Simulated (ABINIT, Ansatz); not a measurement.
## How the form of the self-energy moves the gap of BaNaH6Ir (F-43m)

Aim: compare treatments of exchange, screening and correlation for the gap of BaNaH6Ir (F-43m).

Calculated with ABINIT 10.8.3; LDA and many-body steps on it, plane waves.

## 1. Set-up

The structure is cubic, space group F-43m (No. 216). The conventional cell has a = 7.845 Å, b = 7.845 Å, c = 7.845 Å, α = 90.00°, β = 90.00°, γ = 90.00°. Nearest to Na lie 12 H at 2.79 Å. Nearest to Ba lie 12 H at 2.79 Å. Nearest to H lie 1 Ir at 1.69 Å and 4 H at 2.39 Å and 2 Ba at 2.79 Å and 2 Na at 2.79 Å. Nearest to Ir lie 6 H at 1.69 Å. Farther neighbours are not listed.

The cell and positions are those that the Materials Project relaxed with its own functionals (PBE, PBE+U or r2SCAN), kept fixed. Spin-orbit coupling is left out unless a step names it.

## 2. Empty states on the mesh, 2×2×2 mesh, 237 bands

This step: ABINIT 10.8.3; DFT, LDA, plane waves, norm-conserving pseudopotentials.

The sums over transitions need many empty states on a uniform mesh; this step solves for them.

File run.abi:

```
acell 3*1.0 Angstrom
rprim 
  -0.000000000000 3.922549000000 3.922549000000
  3.922549000000 -0.000000000000 3.922549000000
  3.922549000000 3.922549000000 -0.000000000000
ntypat 4
znucl 11 56 1 77
natom 9
typat 1 2 3 3 3 3 3 3 4
xred 
  0.250000000000 0.250000000000 0.250000000000
  0.750000000000 0.750000000000 0.750000000000
  0.784973000000 0.215027000000 0.215027000000
  0.215027000000 0.784973000000 0.215027000000
  0.784973000000 0.784973000000 0.215027000000
  0.215027000000 0.784973000000 0.784973000000
  0.784973000000 0.215027000000 0.784973000000
  0.215027000000 0.215027000000 0.784973000000
  0.000000000000 0.000000000000 0.000000000000
pp_dirpath "pseudos"
pseudos "Na.upf, Ba.upf, H.upf, Ir.upf"
ecut 38
ngkpt 2 2 2
nshiftk 1
shiftk 0 0 0
kptopt 1
chksymbreak 0
iscf -2
irdden 1
istwfk *1
nband 237
nbdbuf 20
tolwfr 1e-09
nstep 60
prtvol 0
indata_prefix "in"
outdata_prefix "out"
tmpdata_prefix "tmp"
```

Run with:

```
OMP_NUM_THREADS=1 mpirun -n 4 abinit run.abi > log
```

Numbers of over 12 decimals in the logs are rounded to 6 here.

Output:

```text
.Version 10.8.3 of ABINIT. v10.8.2 released Aug 2026.

 Symmetries : space group F-4 3 m (#216); Bravais cF (face-center cubic)
[... echo of the input left out ...]
== DATASET  1 ==================================================================
-   mpi_nproc: 4, omp_nthreads: 1 (-1 if OMP is not activated)
-    --> not optimal distribution: autoparal keyword recommended in input file <--

--- !DatasetInfo
iteration_state: {dtset: 1, }
dimensions: {natom: 9, nkpt: 3, mband: 237, nsppol: 1, nspinor: 1, nspden: 1, mpw: 9185, }
cutoff_energies: {ecut:  38.0, pawecutdg:  -1.0, }
[...]
2.88754    2.88754    2.90161    2.90161    2.90161    2.91856    2.91856    2.93474
   2.93474    2.94652    2.94653    2.94653    2.95650    2.95650    2.95651    2.99666
   2.99672    2.99732    3.00377    3.00404    3.00463
 prteigrs : prtvol=0 or 1, do not print more k-points.

== END DATASET(S) ==============================================================
================================================================================

 -outvars: echo values of variables after computation  --------
            nband         237
             nkpt           3
          spgroup         216
 [... the other variables as echoed above ...]

 Calculation completed.
```

Run time: 2.1 min. Hardware: 4 MPI ranks of Arm Neoverse V1, shared host; peak memory 0.47 GiB.

Numbers from this step:

| Quantity | Value |
| --- | --- |
| gap | 2.990 eV |
| k of the valence top | 0, 0, 0 |
| k of the conduction bottom | 0.5, 0.5, 0 |
| least direct gap | 3.020 eV |
| k points computed | 3 |
| lowest point of the top converged band, above the valence top | 74.3921 eV |

On this mesh the gap is 2.990 eV.

The density comes from a self-consistent run that is not shown.

## 3. Screening, 2×2×2 mesh, 100 bands, screening to 114.3 eV

The RPA dielectric matrix is built and inverted for each q.

This step: RPA screening on LDA, plane waves, norm-conserving pseudopotentials.

Edit run.abi of step 2 so:

```diff
@@ -27,10 +27,11 @@
 chksymbreak 0
-iscf -2
-irdden 1
 istwfk *1
-nband 237
-nbdbuf 20
-tolwfr 1e-09
-nstep 60
-prtvol 0
+occopt 1
+irdwfk 1
+optdriver 3
+nband 100
+ecuteps 4.2
+inclvkb 2
+awtr 1
+symchi 1
 indata_prefix "in"
```

Output:

```text
.Version 10.8.3 of ABINIT. v10.8.2 released Aug 2026.

 Symmetries : space group F-4 3 m (#216); Bravais cF (face-center cubic)
[... echo of the input left out ...]
== DATASET  1 ==================================================================
-   mpi_nproc: 4, omp_nthreads: 1 (-1 if OMP is not activated)

--- !DatasetInfo
iteration_state: {dtset: 1, }
dimensions: {natom: 9, nkpt: 3, mband: 100, nsppol: 1, nspinor: 1, nspden: 1, mpw: 9185, }
cutoff_energies: {ecut:  38.0, pawecutdg:  -1.0, }
electrons: {nelect:   4.20000000E+01, charge:   0.00000000E+00, occopt:   1.00000000E+00, tsmear:   1.00000000E-02, }

 SCREENING: Calculation of the susceptibility and dielectric matrices

 Based on a program developped by R.W. Godby, V. Olevano, G. Onida, and L. Reining.
 Incorporated in ABINIT by V. Olevano, G.-M. Rignanese, and M. Torrent.
.Using double precision arithmetic ; gwpc =  8

[... cell and pseudopotentials left out ...]
--------------------------------------------------------------------------------

 ==== K-mesh for the wavefunctions ====
 Number of points in the irreducible wedge :     3
[... list of points left out ...]
 Together with 24 symmetry operations and time-reversal symmetry
 yields     8 points in the full Brillouin Zone.

 ==== Q-mesh for the screening function ====
 Number of points in the irreducible wedge :     3
[... list of points left out ...]
 Together with 24 symmetry operations and time-reversal symmetry
 yields     8 points in the full Brillouin Zone.

 setmesh: FFT mesh size selected  =    40x   40x   40
          total number of points  =        64000

 vcoul_init : cutoff-mode = AUXILIARY_FUNCTION
 q-points for optical limit:   1
     1)      0.000010    0.000020    0.000030

- screening: taking advantage of time-reversal symmetry
- Maximum band index for partially occupied states nbvw = 21
- Remaining bands to be divided among processors   nbcw = 79
- Number of bands treated by each node ~19

 Number of electrons calculated from density =   42.0000; Expected =   42.0000
 average of density, n =  0.051561
 r_s =    1.6667
 omega_plasma =   21.9035 [eV]

 calculating chi0 at frequencies [eV] :
  1    0.000000E+00    0.000000E+00
  2    0.000000E+00    2.190354E+01

--------------------------------------------------------------------------------
  q-point number  1        q = ( 0.000000, 0.000000, 0.000000) [r.l.u.]
--------------------------------------------------------------------------------
[... chi0 elements left out ...]
 For q-point:  0.000010 0.000020 0.000030
  dielectric constant =   4.0985
  dielectric constant without local fields =   5.0281

  Average fulfillment of the sum rule on Im[epsilon] for q-point    1 :     55.89  [%]
[... wings left out ...]
  q-point number  2        q = ( 0.500000, 0.000000, 0.000000) [r.l.u.]
--------------------------------------------------------------------------------
[... chi0 elements left out ...]
  Average fulfillment of the sum rule on Im[epsilon] for q-point    2 :     63.33  [%]

 [... 1 further q-points ...]
```

It took 17 s on 4 MPI ranks; peak memory 1.5 GiB.

Numbers from this step:

```yaml
eps_infinity_with_local_fields_on_this_mesh_along_the_program_s_q_direction: 4.098
the_same_without_local_fields: 5.028
plasma_frequency: 21.90 eV
plane_waves_in_the_screening_matrix: 331
```

Local fields lower ε∞ by 18 %. On a Γ-centred mesh this coarse the value itself is usually too large, while a short band sum pulls it down.

## 4. G0W0, Godby-Needs plasmon pole

The self-energy is evaluated for the states that the input lists, and the levels follow from it, in one-shot runs by the linearised quasiparticle equation.

This step: G0W0 on LDA, plane waves, norm-conserving pseudopotentials.

Edit run.abi of step 3 so:

```diff
@@ -30,8 +30,17 @@
 irdwfk 1
-optdriver 3
+optdriver 4
 nband 100
+gwcalctyp 0
+ecutsigx 38
+symsigma 1
+nkptgw 2
+kptgw 
+  0.0000000000 0.0000000000 0.0000000000
+  0.5000000000 0.5000000000 0.0000000000
+bdgw 
+  19 24
+  20 23
 ecuteps 4.2
-inclvkb 2
-awtr 1
-symchi 1
+irdscr 1
+ppmodel 1
 indata_prefix "in"
```

Output:

```text
.Version 10.8.3 of ABINIT. v10.8.2 released Aug 2026.

 Symmetries : space group F-4 3 m (#216); Bravais cF (face-center cubic)
[... echo of the input left out ...]
== DATASET  1 ==================================================================
-   mpi_nproc: 4, omp_nthreads: 1 (-1 if OMP is not activated)

--- !DatasetInfo
iteration_state: {dtset: 1, }
dimensions: {natom: 9, nkpt: 3, mband: 100, nsppol: 1, nspinor: 1, nspden: 1, mpw: 9185, }
cutoff_energies: {ecut:  38.0, pawecutdg:  -1.0, }
electrons: {nelect:   4.20000000E+01, charge:   0.00000000E+00, occopt:   1.00000000E+00, tsmear:   1.00000000E-02, }

 SIGMA: Calculation of the GW corrections

 Based on a program developped by R.W. Godby, V. Olevano, G. Onida, and L. Reining.
 Incorporated in ABINIT by V. Olevano, G.-M. Rignanese, and M. Torrent.
.Using double precision arithmetic ; gwpc =  8

[... cell and pseudopotentials left out ...]
--------------------------------------------------------------------------------

 ==== K-mesh for the wavefunctions ====
 Number of points in the irreducible wedge :     3
[... list of points left out ...]
 Together with 24 symmetry operations and time-reversal symmetry
 yields     8 points in the full Brillouin Zone.

 ==== Q-mesh for screening function ====
 Number of points in the irreducible wedge :     3
[... list of points left out ...]
 Together with 24 symmetry operations and time-reversal symmetry
 yields     8 points in the full Brillouin Zone.

 vcoul_init : cutoff-mode = AUXILIARY_FUNCTION
 q-points for optical limit:   1
     1)      0.000010    0.000020    0.000030
 setmesh: FFT mesh size selected  =    60x   60x   60
          total number of points  =       216000

 Number of electrons calculated from density =   42.0000; Expected =   42.0000
 average of density, n =  0.051561
 r_s =    1.6667
 omega_plasma =   21.9035 [eV]

 === KS Band Gaps ===
  >>>> For spin  1
   Minimum direct gap =   3.0205 [eV], located at k-point      :   0.5000  0.5000  0.0000
   Fundamental gap    =   2.9903 [eV], Top of valence bands at :   0.0000  0.0000  0.0000
                                       Bottom of conduction at :   0.5000  0.5000  0.0000
 SIGMA fundamental parameters:
 PLASMON POLE MODEL  1
 number of plane-waves for SigmaX                 9185
 number of plane-waves for SigmaC and W            331
 number of plane-waves for wavefunctions          9185
 number of bands                                   100
 number of independent spin polarizations            1
 number of spinorial components                      1
 number of k-points in IBZ                           3
 number of q-points in IBZ                           3
 number of symmetry operations                      24
 number of k-points in BZ                            8
 number of q-points in BZ                            8
 number of frequencies for dSigma/dE                 9
 frequency step for dSigma/dE [eV]                0.25
 number of omega for Sigma on real axis              0
 max omega for Sigma on real axis  [eV]           0.00
 zcut for avoiding poles [eV]                     0.10

 EPSILON^-1 parameters (SCR file):
 dimension of the eps^-1 matrix on file            331
 dimension of the eps^-1 matrix used               331
 number of plane-waves for wavefunctions          9185
 number of bands                                   100
 number of q-points in IBZ                           3
 number of frequencies                               2
 number of real frequencies                          1
 number of imag frequencies                          1

 matrix elements of self-energy operator (all in [eV])

 Perturbative Calculation

--- !SelfEnergy_ee
iteration_state: {dtset: 1, }
kpoint     : [   0.000,    0.000,    0.000, ]
spin       : 1
KS_gap     :    4.356
QP_gap     :    5.357
Delta_QP_KS:    1.001
data: !SigmaeeData |
     Band     E0 <VxcDFT>   SigX SigC(E0)      Z dSigC/dE  Sig(E)    E-E0       E
       19   1.722 -18.170 -21.641   3.758   0.782  -0.279 -17.946   0.223   1.945
       20   1.722 -18.170 -21.641   3.758   0.782  -0.279 -17.946   0.223   1.945
       21   1.722 -18.170 -21.641   3.758   0.782  -0.279 -17.946   0.223   1.945
       22   6.078  -8.577  -4.021  -3.103   0.843  -0.187  -7.353   1.224   7.302
       23   6.873 -12.709  -7.531  -3.137   0.825  -0.212 -11.024   1.685   8.557
       24   6.873 -12.709  -7.531  -3.137   0.825  -0.212 -11.024   1.685   8.557

--- !SelfEnergy_ee
iteration_state: {dtset: 1, }
kpoint     : [   0.500,    0.500,    0.000, ]
spin       : 1
KS_gap     :    3.020
QP_gap     :    4.219
Delta_QP_KS:    1.198
data: !SigmaeeData |
     Band     E0 <VxcDFT>   SigX SigC(E0)      Z dSigC/dE  Sig(E)    E-E0       E
       20   1.692 -17.958 -21.423   3.719   0.782  -0.279 -17.759   0.199   1.890
       21   1.692 -17.958 -21.423   3.719   0.782  -0.279 -17.759   0.199   1.890
       22   4.712 -11.462  -7.150  -2.634   0.833  -0.201 -10.065   1.397   6.109
       23   6.945 -11.156  -6.632  -2.814   0.833  -0.200  -9.731   1.425   8.370

== END DATASET(S) ==============================================================
================================================================================

 -outvars: echo values of variables after computation  --------
           etotal      0.0000000000E+00
            nband         100
             nkpt           3
          spgroup         216
 [... the other variables as echoed above ...]

 Calculation completed.
```

Wall time 9.8 s (4 MPI ranks); peak memory 0.96 GiB; 39 s of CPU time.

Numbers from this step:

```
G0W0 gap on the points computed              : 4.164 eV
starting gap on the mesh                     : 2.990 eV
k of the valence top                         : 0, 0, 0
k of the conduction bottom                   : 0.5, 0.5, 0
Z at the valence top                         : 0.782
Z at the conduction bottom                   : 0.833
least direct G0W0 gap on the computed points : 4.219 eV
```

The gap on the mesh goes from 2.99 eV to 4.16 eV, a correction of +1.17 eV.

## 5. G0W0, von der Linden-Horsch plasmon pole

Edit run.abi of step 4 so:

```diff
@@ -44,3 +44,3 @@
 irdscr 1
-ppmodel 1
+ppmodel 3
 indata_prefix "in"
```

Output:

```text
.Version 10.8.3 of ABINIT. v10.8.2 released Aug 2026.

 Symmetries : space group F-4 3 m (#216); Bravais cF (face-center cubic)
[... echo of the input left out ...]
== DATASET  1 ==================================================================
-   mpi_nproc: 4, omp_nthreads: 1 (-1 if OMP is not activated)

--- !DatasetInfo
iteration_state: {dtset: 1, }
dimensions: {natom: 9, nkpt: 3, mband: 100, nsppol: 1, nspinor: 1, nspden: 1, mpw: 9185, }
cutoff_energies: {ecut:  38.0, pawecutdg:  -1.0, }
electrons: {nelect:   4.20000000E+01, charge:   0.00000000E+00, occopt:   1.00000000E+00, tsmear:   1.00000000E-02, }

 SIGMA: Calculation of the GW corrections

 Based on a program developped by R.W. Godby, V. Olevano, G. Onida, and L. Reining.
 Incorporated in ABINIT by V. Olevano, G.-M. Rignanese, and M. Torrent.
.Using double precision arithmetic ; gwpc =  8

[... cell and pseudopotentials left out ...]
--------------------------------------------------------------------------------

 ==== K-mesh for the wavefunctions ====
 Number of points in the irreducible wedge :     3
[... list of points left out ...]
 Together with 24 symmetry operations and time-reversal symmetry
 yields     8 points in the full Brillouin Zone.

 ==== Q-mesh for screening function ====
 Number of points in the irreducible wedge :     3
[... list of points left out ...]
 Together with 24 symmetry operations and time-reversal symmetry
 yields     8 points in the full Brillouin Zone.

 vcoul_init : cutoff-mode = AUXILIARY_FUNCTION
 q-points for optical limit:   1
     1)      0.000010    0.000020    0.000030
 setmesh: FFT mesh size selected  =    60x   60x   60
          total number of points  =       216000

 Number of electrons calculated from density =   42.0000; Expected =   42.0000
[...]
number of omega for Sigma on real axis              0
 max omega for Sigma on real axis  [eV]           0.00
 zcut for avoiding poles [eV]                     0.10

 EPSILON^-1 parameters (SCR file):
 dimension of the eps^-1 matrix on file            331
 dimension of the eps^-1 matrix used               331
 number of plane-waves for wavefunctions          9185
 number of bands                                   100
 number of q-points in IBZ                           3
 number of frequencies                               2
 number of real frequencies                          1
 number of imag frequencies                          1

 matrix elements of self-energy operator (all in [eV])

 Perturbative Calculation

--- !SelfEnergy_ee
iteration_state: {dtset: 1, }
kpoint     : [   0.000,    0.000,    0.000, ]
spin       : 1
KS_gap     :    4.356
QP_gap     :    5.295
Delta_QP_KS:    0.939
data: !SigmaeeData |
     Band     E0 <VxcDFT>   SigX SigC(E0)      Z dSigC/dE  Sig(E)    E-E0       E
       19   1.722 -18.170 -21.641   3.600   0.860  -0.163 -18.060   0.110   1.832
       20   1.722 -18.170 -21.641   3.600   0.860  -0.163 -18.060   0.110   1.832
       21   1.722 -18.170 -21.641   3.600   0.860  -0.163 -18.060   0.110   1.832
[...]
--- !SelfEnergy_ee
iteration_state: {dtset: 1, }
kpoint     : [   0.500,    0.500,    0.000, ]
spin       : 1
KS_gap     :    3.020
QP_gap     :    4.248
Delta_QP_KS:    1.227
data: !SigmaeeData |
     Band     E0 <VxcDFT>   SigX SigC(E0)      Z dSigC/dE  Sig(E)    E-E0       E
[...]
22   4.712 -11.462  -7.150  -2.840   0.886  -0.128 -10.158   1.304   6.016
       23   6.945 -11.156  -6.632  -2.967   0.886  -0.129  -9.778   1.379   8.323

== END DATASET(S) ==============================================================
================================================================================

 -outvars: echo values of variables after computation  --------
           etotal      0.0000000000E+00
            nband         100
             nkpt           3
          spgroup         216
 [... the other variables as echoed above ...]

 Calculation completed.
```

Wall time 7.1 s (4 MPI ranks); peak memory 0.95 GiB; 28 s of CPU time.

This step gave:

```yaml
g0w0_gap_on_the_points_computed: 4.184 eV
starting_gap_on_the_mesh: 2.990 eV
k_of_the_valence_top: 0, 0, 0
k_of_the_conduction_bottom: 0.5, 0.5, 0
z_at_the_valence_top: 0.86
z_at_the_conduction_bottom: 0.886
least_direct_g0w0_gap_on_the_computed_points: 4.248 eV
```

Against G0W0 in ABINIT (2×2×2 mesh, 100 bands, screening to 114.3 eV, Godby-Needs plasmon pole), the gap moves by +0.020 eV.

## 6. G0W0, Engel-Farid plasmon pole

Edit run.abi of step 5 so:

```diff
@@ -44,3 +44,3 @@
 irdscr 1
-ppmodel 3
+ppmodel 4
 indata_prefix "in"
```

Output:

```text
.Version 10.8.3 of ABINIT. v10.8.2 released Aug 2026.

 Symmetries : space group F-4 3 m (#216); Bravais cF (face-center cubic)
[... echo of the input left out ...]
== DATASET  1 ==================================================================
-   mpi_nproc: 4, omp_nthreads: 1 (-1 if OMP is not activated)

--- !DatasetInfo
iteration_state: {dtset: 1, }
dimensions: {natom: 9, nkpt: 3, mband: 100, nsppol: 1, nspinor: 1, nspden: 1, mpw: 9185, }
cutoff_energies: {ecut:  38.0, pawecutdg:  -1.0, }
[...]
Band     E0 <VxcDFT>   SigX SigC(E0)      Z dSigC/dE  Sig(E)    E-E0       E
[...]
22   4.712 -11.462  -7.150  -2.655   0.840  -0.190 -10.069   1.392   6.104
       23   6.945 -11.156  -6.632  -2.825   0.840  -0.191  -9.730   1.426   8.371

== END DATASET(S) ==============================================================
================================================================================

 -outvars: echo values of variables after computation  --------
           etotal      0.0000000000E+00
            nband         100
             nkpt           3
          spgroup         216
 [... the other variables as echoed above ...]

 Calculation completed.
```

Wall time 7.1 s (4 MPI ranks); peak memory 0.96 GiB.

Numbers from this step:

```yaml
g0w0_gap_on_the_points_computed: 4.186 eV
starting_gap_on_the_mesh: 2.990 eV
k_of_the_valence_top: 0, 0, 0
k_of_the_conduction_bottom: 0.5, 0.5, 0
least_direct_g0w0_gap_on_the_computed_points: 4.247 eV
```

Against G0W0 in ABINIT (2×2×2 mesh, 100 bands, screening to 114.3 eV, Godby-Needs plasmon pole), the gap moves by +0.022 eV.

[end of part 1 of 2]

[Paths, hosts, dates, memory and timing lines, banners, echoed tables and standing remarks are left out of the program output.]

[Logs are printed without paths, hosts, clocks, repeated set-up lines and the standing remarks that a program may print on its own settings, such as how far it seeks lower states.]

[Runs of the session that timed out or met a known fault of the program may be left out.]

[No measured gap is set beside runs whose start may be inverted or whose files or cutoffs have a known fault.]

[Hosts, paths, dates, database ids (printed as entryN), source tags and the programs' standing remarks are cut or masked in the printed files.]

[G0W0 gaps are taken among the corrected bands and points alone; a level outside them can change the order at an edge.]

[Where Ansatz stands beside ABINIT at settings called matched, ABINIT's density can come from a denser mesh and the files from another edition; pairs whose starting gaps differed by over 0.03 eV were left out, so agreement reads better than it is.]
